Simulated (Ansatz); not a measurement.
# TiSn (model cell, started as wurtzite): relaxing the cell for a phonon run

Aim: bring TiSn (model cell, started as wurtzite) to small forces and stress, as phonons need.

Main program and level: Ansatz 0.2.0; DFT PBE, scalar-relativistic, plane waves, PAW.

The structure was built from a prototype and need not be the compound's stable phase.

### 1. Starting point

The structure is hexagonal, space group P6_3mc (No. 186). The conventional cell has a = 4.306 Å, b = 4.306 Å, c = 7.031 Å, α = 90.00°, β = 90.00°, γ = 120.00°. Ti has 4 Sn at 2.64 Å nearest. Nearest to Sn lie 4 Ti at 2.64 Å. Farther neighbours are not listed.

### 2. Probe on a coarse mesh

First a cheap look: the gap decides the mesh and the occupations, the pressure tells how far the cell has to move.

File input.yaml:

```yaml
crystal:
  lattice:
    - [4.30571, 0.0, 0.0]
    - [-2.15286, 3.72886, 0.0]
    - [0.0, 0.0, 7.03123]
  atoms:
    - { symbol: Ti, position: [0.333333, 0.666667, 0.0] }
    - { symbol: Ti, position: [0.666667, 0.333333, 0.5] }
    - { symbol: Sn, position: [0.333333, 0.666667, 0.375] }
    - { symbol: Sn, position: [0.666667, 0.333333, 0.875] }
kpoints:
  mp_grid: { grid: [6, 6, 4] }
hamiltonian:
  xc: pbe
scf:
  occupations: { method: gaussian, width: 0.1 }
output:
  forces: true
  stress: true
  eigenvalues: true
```

The run is started by

```console
ansatz run input.yaml --threads 4 --pin off --max-ram 7168MiB --backend cpu --events-out ev --progress --plain --runs-dir out
```

Numbers of over 12 decimals in the logs are rounded to 6 here.

What it wrote:

```text
[...]
k-point 0: bands = [... 22 lower, 7.1339, 7.1339, 7.3169, 7.3169, 8.6289, 8.6289, 9.0168, 9.0168, ... 2 higher]
  k-point 1: bands = [... 22 lower, 7.1388, 7.1388, 7.2661, 7.2661, 8.7141, 8.7141, 8.9963, 8.9963, ... 2 higher]
  k-point 2: bands = [... 22 lower, 7.1805, 7.1805, 7.1805, 7.1805, 8.8856, 8.8856, 8.8856, 8.8856, ... 2 higher]
  k-point 20: bands = [... 22 lower, 6.2822, 6.2822, 7.8236, 7.8236, 8.4874, 8.4874, 9.1426, 9.1426, ... 2 higher]
[key lines of the parts left out:]
SCF converged after 7 iterations
Free energy (F): -17044.659636 eV
Fermi energy:    8.025971 eV
P = ⅓ Tr σ = 6.1551 GPa (61.551 kbar)
```

It took 3.5 s on 4 threads of Arm Neoverse N1, shared host; peak memory 0.39 GiB.

Numbers from this step:

* pressure: 6.155 GPa
* volume per atom: 28.22 Å³
* gap on the k-mesh: 0.3254 eV
* direct gap on mesh: 0.4642 eV

The coarse mesh shows a gap of 0.33 eV and a pressure of 6.2 GPa.

### 3. Bringing the structure to rest, k-mesh 9×9×6, smearing width 0.02 eV

Harmonic phonons are second derivatives at a point where the forces vanish, and they are wanted at zero stress, so atoms and cell are relaxed first.

input.yaml, the sections that differ from step 2:

```yaml
kpoints:
  mp_grid: { grid: [9, 9, 6] }
scf:
  occupations: { method: gaussian, width: 0.02 }
relax:
  adjacent_minimum: "off"
  f_tol: 0.005
  max_steps: 80
  cell: { stress_tol: 0.05 }
# crystal, hamiltonian, output: as in step 2
```

What it wrote:

```text
[...]
Crystal: 4 atoms, lattice volume = 112.889 Å³
Basis set: ecut = 420 eV, 2213 PW (Γ), exchange–correlation on 60×60×96 points (8 copies of the dense FFT grid, shifted against one another)
Bands: 32, of which v1, the nominal top of the filled ones, is band 26 counted from 1 (25 counted from 0)
Symmetry: 12 space group operations
[...]
k-points: 48 of 486 (time reversal used)
[...]
SCF iter   1: F=—  HF=-17044.662654 eV  |F-HF|=—  |Δ(HF+E_count)|=         —  Δρ=5.00e-3  dr2=3.69e-2  ethr=1.77e-3  ⟨swp⟩=6.9  Hψ=6984  notcnv=0
[...]
SCF iter   7: F=-17044.659494 eV  HF=-17044.659494 eV  |F-HF|=5.61e-8  |Δ(HF+E_count)|=   7.78e-7  Δρ=6.98e-6  dr2=6.11e-8  ethr=1.92e-10  ⟨swp⟩=8.5  Hψ=7381  notcnv=0
SCF 1 converged in 7 iterations: F = -17044.659494 eV  dr2 = 6.11e-8
[...]
relax step   1: F+E_penalty+E_count = -17044.65949364 eV  Δ(F+E_penalty+E_count) = +0.000e0 eV  max|allowed force component| = 1.819e-1 eV/Å  Δτ_max = 0.0000 Å  P = +6.156 GPa  Ω = 112.889 Å³  (7 SCF iters, dr2 threshold 1.00e-7 eV, accepted)
Crystal: 4 atoms, lattice volume = 126.507 Å³
Basis set: ecut = 420 eV, 2453 PW (Γ), exchange–correlation on 60×60×96 points (8 copies of the dense FFT grid, shifted against one another)
[...]
iter 1 solved again at ethr=2.61e-4 eV; its pass at ethr=3.10e-3 eV (dr2=1.35e-1 eV) is discarded
[...]
SCF iter   7: F=-17044.940466 eV  HF=-17044.940465 eV  |F-HF|=1.34e-7  |Δ(HF+E_count)|=   3.83e-6  Δρ=1.30e-5  dr2=1.95e-7  ethr=7.69e-10  ⟨swp⟩=5.1  Hψ=6652  notcnv=0
SCF 2 converged in 7 iterations: F = -17044.940466 eV  dr2 = 1.95e-7
relax step   2: F+E_penalty+E_count = -17044.94046554 eV  Δ(F+E_penalty+E_count) = -2.810e-1 eV  max|allowed force component| = 1.459e-1 eV/Å  Δτ_max = 0.0344 Å  P = -0.465 GPa  Ω = 126.507 Å³  energy of the carried Pulay correction = -1.428e-3 eV  (7 SCF iters, dr2 threshold 4.00e-7 eV, accepted)
Crystal: 4 atoms, lattice volume = 126.495 Å³
Basis set: ecut = 420 eV, 2501 PW (Γ), exchange–correlation on 60×60×96 points (8 copies of the dense FFT grid, shifted against one another)
[...]
SCF iter   7: F=-17045.153981 eV  HF=-17045.153981 eV  |F-HF|=1.09e-7  |Δ(HF+E_count)|=   2.04e-6  Δρ=1.29e-5  dr2=2.96e-7  ethr=7.69e-10  ⟨swp⟩=4.2  Hψ=6642  notcnv=0
SCF 3 converged in 7 iterations: F = -17045.153981 eV  dr2 = 2.96e-7
relax step   3: F+E_penalty+E_count = -17045.15398073 eV  Δ(F+E_penalty+E_count) = -2.135e-1 eV  max|allowed force component| = 3.277e-1 eV/Å  Δτ_max = 0.0749 Å  P = -1.570 GPa  Ω = 126.495 Å³  energy of the carried Pulay correction = -1.427e-3 eV  (7 SCF iters, dr2 threshold 4.00e-7 eV, accepted)
[... from here on, the SCF cycles and remarks between the steps are left out ...]
relax step   4: F+E_penalty+E_count = -17045.53603448 eV  Δ(F+E_penalty+E_count) = -3.821e-1 eV  max|allowed force component| = 4.705e-1 eV/Å  Δτ_max = 0.0864 Å  P = -2.567 GPa  Ω = 123.866 Å³  energy of the carried Pulay correction = -1.164e-3 eV  (7 SCF iters, dr2 threshold 4.00e-7 eV, accepted)
relax step   5: F+E_penalty+E_count = -17046.05012843 eV  Δ(F+E_penalty+E_count) = -5.141e-1 eV  max|allowed force component| = 5.295e-1 eV/Å  Δτ_max = 0.0906 Å  P = -3.234 GPa  Ω = 119.792 Å³  energy of the carried Pulay correction = -7.446e-4 eV  (7 SCF iters, dr2 threshold 4.00e-7 eV, accepted)
relax step   6: F+E_penalty+E_count = -17046.55956527 eV  Δ(F+E_penalty+E_count) = -5.094e-1 eV  max|allowed force component| = 5.025e-1 eV/Å  Δτ_max = 0.0772 Å  P = -2.235 GPa  Ω = 113.681 Å³  energy of the carried Pulay correction = -8.773e-5 eV  (6 SCF iters, dr2 threshold 4.00e-7 eV, accepted)
relax step   7: F+E_penalty+E_count = -17046.81327510 eV  Δ(F+E_penalty+E_count) = -2.537e-1 eV  max|allowed force component| = 5.869e-2 eV/Å  Δτ_max = 0.0804 Å  P = +0.567 GPa  Ω = 107.876 Å³  energy of the carried Pulay correction = +5.699e-4 eV  (7 SCF iters, dr2 threshold 4.00e-7 eV, accepted)
relax step   8: F+E_penalty+E_count = -17046.81536299 eV  Δ(F+E_penalty+E_count) = -2.088e-3 eV  max|allowed force component| = 1.615e-3 eV/Å  Δτ_max = 0.0045 Å  P = -0.065 GPa  Ω = 108.876 Å³  energy of the carried Pulay correction = +4.542e-4 eV  (5 SCF iters, dr2 threshold 4.00e-7 eV, accepted)
relax step   9: F+E_penalty+E_count = -17046.81541096 eV  Δ(F+E_penalty+E_count) = -4.796e-5 eV  max|allowed force component| = 3.782e-4 eV/Å  Δτ_max = 0.0002 Å  P = +0.005 GPa  Ω = 108.747 Å³  energy of the carried Pulay correction = +4.690e-4 eV  (5 SCF iters, dr2 threshold 2.07e-8 eV, accepted)
relax step  10: F+E_penalty+E_count = -17046.82348540 eV  Δ(F+E_penalty+E_count) = -8.074e-3 eV  max|allowed force component| = 3.711e-4 eV/Å  Δτ_max = 0.0000 Å  P = +0.187 GPa  Ω = 108.747 Å³  stress off target by 2.78e-1 GPa  SCF on the basis re-selected at this cell (its energy is not comparable with the rows above)  (8 SCF iters)
relax step  11: F+E_penalty+E_count = -17046.82377375 eV  Δ(F+E_penalty+E_count) = -2.883e-4 eV  max|allowed force component| = 3.181e-6 eV/Å  Δτ_max = 0.0000 Å  P = +0.015 GPa  Ω = 109.091 Å³  energy of the carried Pulay correction = -4.460e-5 eV  (5 SCF iters, dr2 threshold 1.94e-7 eV, accepted)
[...]
SCF iter   5: F=-17046.823817 eV  HF=-17046.823817 eV  |F-HF|=1.46e-11  |Δ(HF+E_count)|=  7.64e-11  Δρ=1.16e-7  dr2=2.01e-11  ethr=1.00e-12  ⟨swp⟩=5.0  Hψ=5512  notcnv=0
SCF 12 converged in 5 iterations: F = -17046.823817 eV  dr2 = 2.01e-11
relax step  12: F+E_penalty+E_count = -17046.82381708 eV  Δ(F+E_penalty+E_count) = -4.333e-5 eV  max|allowed force component| = 2.149e-6 eV/Å  Δτ_max = 0.0000 Å  P = +0.015 GPa  Ω = 109.091 Å³  stress off target by 2.33e-2 GPa  SCF on the basis re-selected at this cell (its energy is not comparable with the rows above)  (5 SCF iters)
[...]
SCF converged after 5 iterations
Free energy (F): -17046.823817 eV
[...]
Internal energy: -17046.823619 eV  (E = F + TS)
E sigma→0 (E₀):  -17046.823718 eV
Entropy (-TS):   -0.000198 eV (-0.050 meV/atom)
Fermi energy:    8.587007 eV
[...]
--- Stress (GPa, compression-positive) ---
        0.023275      -0.000000       0.000000
        0.000000       0.023275       0.000000
        0.000000       0.000000      -0.001022
  P = ⅓ Tr σ = 0.0152 GPa (0.152 kbar)
--- Band table (eV; the first three rows and the last of 48) ---
  k-point 0: bands = [... 22 lower, 7.0545, 7.5629, 7.5629, 8.7629, 8.7629, 9.3005, 9.7253, 9.7253, ... 2 higher]
  k-point 1: bands = [... 22 lower, 7.0296, 7.4305, 7.4305, 8.8955, 8.9340, 8.9340, 9.7474, 9.7474, ... 2 higher]
  k-point 2: bands = [... 22 lower, 7.0011, 7.2035, 7.2035, 7.9446, 9.2656, 9.2656, 9.7248, 9.7248, ... 2 higher]
  k-point 47: bands = [... 22 lower, 6.7874, 6.7874, 7.9509, 7.9509, 8.8940, 8.8940, 9.6042, 9.6042, ... 2 higher]
--- Relaxed structure (10 steps of the walk, 10 accepted, 2 SCFs on fresh bases) ---
  F+E_penalty+E_count = -17046.82381708 eV   max|allowed force component| = 2.149e-6 eV/Å   (the final SCF, on the basis selected at the relaxed cell)
  cell:  # Å, volume = 109.0907 Å³
    - [4.801861, 3.2193916251637544e-6, 3.238743689672441e-17]
    - [-2.400933, 4.158532, -3.1830427281440288e-18]
    - [5.2888669062014155e-17, 2.4533304094418022e-17, 5.463086]
  atoms:
    - { symbol: Ti, position: [0.333333, 0.666667, -0.062500] }
    - { symbol: Ti, position: [0.666667, 0.333333, 0.437500] }
    - { symbol: Sn, position: [0.333333, 0.666667, 0.437500] }
    - { symbol: Sn, position: [0.666667, 0.333333, 0.937500] }
```

It took 98 s on 4 threads; peak memory 0.53 GiB; 6.4 min of CPU time.

Step by step:

```csv
step,energy less that of the first step (eV),largest force component (eV/Å),pressure (GPa),volume (Å³)
1,0.0000,0.1819,6.16,112.89
2,-0.2810,0.1459,-0.46,126.51
3,-0.4945,0.3277,-1.57,126.49
4,-0.8765,0.4705,-2.57,123.87
5,-1.3906,0.5295,-3.23,119.79
6,-1.9001,0.5025,-2.24,113.68
7,-2.1538,0.0587,0.57,107.88
8,-2.1559,0.0016,-0.06,108.88
9,-2.1559,0.0004,0.00,108.75
10*,-2.1640,0.0004,0.19,108.75
11,-2.1643,0.0000,0.02,109.09
12*,-2.1643,0.0000,0.02,109.09
```

Relaxation steps marked * repeat the geometry before them on a plane-wave basis chosen anew for their cell, so energy and pressure can jump there.

The run keeps the 12 symmetry operations that it works with, so distortions that break them were not tested.

```csv
cell as run,before,after,change
a (Å),4.306,4.802,+11.5 %
b (Å),4.306,4.802,+11.5 %
c (Å),7.031,5.463,-22.3 %
volume (Å³/atom),28.22,27.27,-3.4 %
```

The atoms that moved most (Å, as changes of fractional coordinates times the final cell):

```csv
atom,dx,dy,dz,length
Sn4,0.000,0.000,0.341,0.341
Ti1,0.000,0.000,-0.341,0.341
Ti2,0.000,0.000,-0.341,0.341
Sn3,0.000,0.000,0.341,0.341
```

The relaxed structure:

```xyz
4
Lattice="4.8019 0.0000 0.0000 -2.4009 4.1585 0.0000 0.0000 0.0000 5.4631" Properties=species:S:1:pos:R:3 pbc="T T T"
Ti    0.0000    2.7724   -0.3414
Ti    2.4009    1.3862    2.3901
Sn    0.0000    2.7724    2.3901
Sn    2.4009    1.3862    5.1216
```

Numbers from this step:

```yaml
pressure: 0.01518 GPa
volume_per_atom: 27.27 Å³
gap_on_the_k_mesh: 0 eV
```

In this step the volume went from 28.22 to 27.27 Å³/atom.

### 4. Relaxation, k-mesh 12×12×8, smearing width 0.1 eV

The relaxation is repeated from its end, on the mesh and smearing that suit the cell and gap now reached.

input.yaml, the sections that differ from step 3:

```yaml
crystal:
  lattice:
    - [4.8018605545, 3.2194e-06, 0.0]
    - [-2.4009330653, 4.158531616, 0.0]
    - [0.0, 0.0, 5.4630864987]
  atoms:
    - { symbol: Ti, position: [0.3333333333, 0.6666666667, -0.0624999761] }
    - { symbol: Ti, position: [0.6666666667, 0.3333333333, 0.4375000239] }
    - { symbol: Sn, position: [0.3333333333, 0.6666666667, 0.4374999761] }
    - { symbol: Sn, position: [0.6666666667, 0.3333333333, 0.9374999761] }
kpoints:
  mp_grid: { grid: [12, 12, 8] }
scf:
  occupations: { method: gaussian, width: 0.1 }
# hamiltonian, output, relax: as in step 3
```

What it wrote:

```text
[...]
Crystal: 4 atoms, lattice volume = 109.091 Å³
Basis set: ecut = 420 eV, 2119 PW (Γ), exchange–correlation on 72×72×80 points (8 copies of the dense FFT grid, shifted against one another)
Bands: 32, of which v1, the nominal top of the filled ones, is band 26 counted from 1 (25 counted from 0)
Symmetry: 24 space group operations
[...]
k-points: 95 of 1152
[...]
--- Relaxed structure (3 steps of the walk, 3 accepted, 1 SCFs on fresh bases) ---
[...]
cell:  # Å, volume = 109.2026 Å³
    - [4.803414, 3.2204230080084485e-6, 0.0]
    - [-2.401710, 4.159877, 0.0]
    - [0.0, 0.0, 5.465153]
  atoms:
    - { symbol: Ti, position: [0.333333, 0.666667, -0.062500] }
    - { symbol: Ti, position: [0.666667, 0.333333, 0.4375] }
    - { symbol: Sn, position: [0.333333, 0.666667, 0.4375] }
    - { symbol: Sn, position: [0.666667, 0.333333, 0.937500] }
[key lines of the parts left out:]
SCF converged after 4 iterations
Free energy (F): -17046.829167 eV
Fermi energy:    8.558573 eV
P = ⅓ Tr σ = -0.0001 GPa (-0.001 kbar)
```

It took 33 s on 4 threads; peak memory 0.61 GiB; 2.1 min of CPU time.

Little changed from the start: no atom moved by 0.005 Å and no cell edge by 0.1 %.

This step gave:

* pressure: -1.05e-4 GPa
* volume per atom: 27.30 Å³

In this step the volume went from 27.27 to 27.30 Å³/atom.

### 5. Tight relaxation

Phonons need a cell at rest on their own settings, so the relaxation is repeated with tight tolerances on forces and stress, using the mesh and the filling of the phonon run that follows.

File input.yaml:

```yaml
crystal:
  lattice:
    - [4.8034141357, 3.2204e-06, 0.0]
    - [-2.4017098568, 4.1598770562, 0.0]
    - [0.0, 0.0, 5.4651526664]
  atoms:
    - { symbol: Ti, position: [0.3333333333, 0.6666666667, -0.0625] }
    - { symbol: Ti, position: [0.6666666667, 0.3333333333, 0.4375] }
    - { symbol: Sn, position: [0.3333333333, 0.6666666667, 0.4375] }
    - { symbol: Sn, position: [0.6666666667, 0.3333333333, 0.9375] }
kpoints:
  mp_grid: { grid: [12, 12, 8] }
hamiltonian:
  xc: pbe
scf:
  occupations: { method: methfessel_paxton, width: 0.2 }
output:
  forces: true
  stress: true
  eigenvalues: true
relax:
  adjacent_minimum: "off"
  f_tol: 0.001
  max_steps: 60
  cell: { stress_tol: 0.01 }
```

What it wrote:

```text
[...]
Crystal: 4 atoms, lattice volume = 109.203 Å³
Basis set: ecut = 420 eV, 2119 PW (Γ), exchange–correlation on 72×72×80 points (8 copies of the dense FFT grid, shifted against one another)
Bands: 32, of which v1, the nominal top of the filled ones, is band 26 counted from 1 (25 counted from 0)
[... 1 set-up line as in the run before ...]
[...]
k-points: 95 of 1152
[...]
--- Relaxed structure (3 steps of the walk, 3 accepted, 1 SCFs on fresh bases) ---
[...]
cell:  # Å, volume = 109.1705 Å³
    - [4.802955, 3.220093002958119e-6, 0]
    - [-2.401480, 4.159479, 0]
    - [0, 0, 5.464591]
  atoms:
    - { symbol: Ti, position: [0.333333, 0.666667, -0.062500] }
    - { symbol: Ti, position: [0.666667, 0.333333, 0.437500] }
    - { symbol: Sn, position: [0.333333, 0.666667, 0.437500] }
    - { symbol: Sn, position: [0.666667, 0.333333, 0.937500] }
[key lines of the parts left out:]
SCF converged after 7 iterations
Free energy (F): -17046.823517 eV
Fermi energy:    8.571984 eV
P = ⅓ Tr σ = 0.0001 GPa (0.001 kbar)
```

Elapsed: 34 s, on 4 threads; peak memory 0.61 GiB.

Little changed from the start: no atom moved by 0.005 Å and no cell edge by 0.1 %.

Numbers from this step:

```
pressure        : 9.50e-5 GPa
volume per atom : 27.29 Å³
```

The forces vanish by symmetry and the pressure is 0.000 GPa, within the tolerances set. The cell now holds 27.29 Å³/atom. Within 0.01 Å the structure now has space group P6_3/mmc, not the P6_3mc of the start.

### 6. Results

```
space group after relaxation (within 0.01 Å) : P6_3/mmc
lattice constant a                           : 4.803 Å
lattice constant b                           : 4.803 Å
lattice constant c                           : 5.465 Å
volume per atom                              : 27.3 Å³
```

In words: The forces vanish by symmetry and the pressure is 0.000 GPa, within the tolerances set. The cell now holds 27.29 Å³/atom. Within 0.01 Å the structure now has space group P6_3/mmc, not the P6_3mc of the start. The relaxation keeps the symmetry of its start, so it says nothing on stability against lower symmetry. The relaxed cell left the space group of the starting entry, even within 0.1 Å, so it may not be the phase that the entry, or a measurement on it, describes. Spin-orbit coupling is left out, which can matter for the heavy elements here. The starting cell was built on a prototype and not taken from a measurement, so the phase need not exist.

[Logs are printed without paths, hosts, clocks, repeated set-up lines and the standing remarks that a program may print on its own settings, such as how far it seeks lower states.]

[Hosts, paths, dates, database ids (printed as entryN), source tags and the programs' standing remarks are cut or masked in the printed files.]
